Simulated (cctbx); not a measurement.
**Reading a Patterson map**

Space group I4/mmm (no. 139), a = 4.2700 Å, b = 4.2700 Å, c = 11.0370 Å, α = 90.00°, β = 90.00°, γ = 90.00°, content Bi4 Ir4 Y2.

The data are simulated with cctbx, not measured: synchrotron X-rays, λ = 0.6889 Å, to d = 0.65 Å, 70 % of the full sphere, strongest reflection 5000 counts, noise from counting, a 6 % proportional error and a noise floor of 2 counts (s.d.); no absorption.

Patterson synthesis, origin scaled to 1000:

```text
Patterson group I 4/m m m
      u       v       w   height  length (A)
  0.000   0.000   0.000   1000.0     0.00
  0.000   0.500   0.112    469.6     2.47
  0.000   0.000   0.500    409.6     5.52
  0.000   0.000   0.275    270.2     3.03
  0.000   0.000   0.362    214.4     4.00
  0.000   0.500   0.250    178.4     3.49
  0.000   0.000   0.083     19.6     0.91
  0.000   0.157   0.059     18.2     0.94
  0.000   0.233   0.000     12.2     1.00
  0.000   0.124   0.427     11.7     4.75
  0.000   0.355   0.182     11.5     2.52
  0.100   0.167   0.042     11.2     0.95
  0.000   0.378   0.316      8.5     3.84
  0.000   0.343   0.447      7.6     5.15
```

Q: Assign the vectors.

A peak at u stands for all pairs with xi − xj = u, with weight Σ ZiZj against Σ Z² = 54314 at the origin. Peak heights follow these weights only roughly, since form factors, motion and series ripples differ, all vectors within 0.55 Å of a peak are counted as merged into it though the farther ones add only part of their weight, and F(000) is left out, which lowers the whole map:

| u | v | w | shortest length (Å) | height | 1000 ΣZiZj/ΣZ² | pairs in the cell |
| --- | --- | --- | --- | --- | --- | --- |
| 0.000 | 0.500 | 0.112 | 2.47 | 470 | 471 | 4 × Bi–Ir |
| 0.000 | 0.000 | 0.500 | 3.02 | 410 | 437 | 4 × Ir–Ir |
| 0.000 | 0.000 | 0.275 | 3.04 | 270 | 254 | 2 × Bi–Bi |
| 0.000 | 0.000 | 0.362 | 3.38 | 214 | 238 | 4 × Bi–Y |
| 0.000 | 0.500 | 0.250 | 3.49 | 178 | 221 | 4 × Ir–Y |

The table stops at ten peaks or at a height of 45, below which ripples compete. In the model behind the data Bi, the heaviest element, has 1 independent site: (0, 0, 0.3627), up to an allowed shift of origin; the Bi–Bi vectors are differences of these positions and their symmetry mates. Elements of similar Z can't be told apart from the map alone. The whole model:

```csv
atom,mult.,x,y,z,Ueq (Å²)
Bi1,4,0,0,0.3627,0.0061
Ir1,4,1/2,0,1/4,0.0103
Y1,2,0,0,0,0.0095
```

The model was made for the exercise: a known structure type with other elements put in, its volume estimated, not relaxed; displacement parameters are assumed.

[Logs are printed without paths, hosts, clocks, repeated set-up lines and the standing remarks that a program may print on its own settings, such as how far it seeks lower states.]
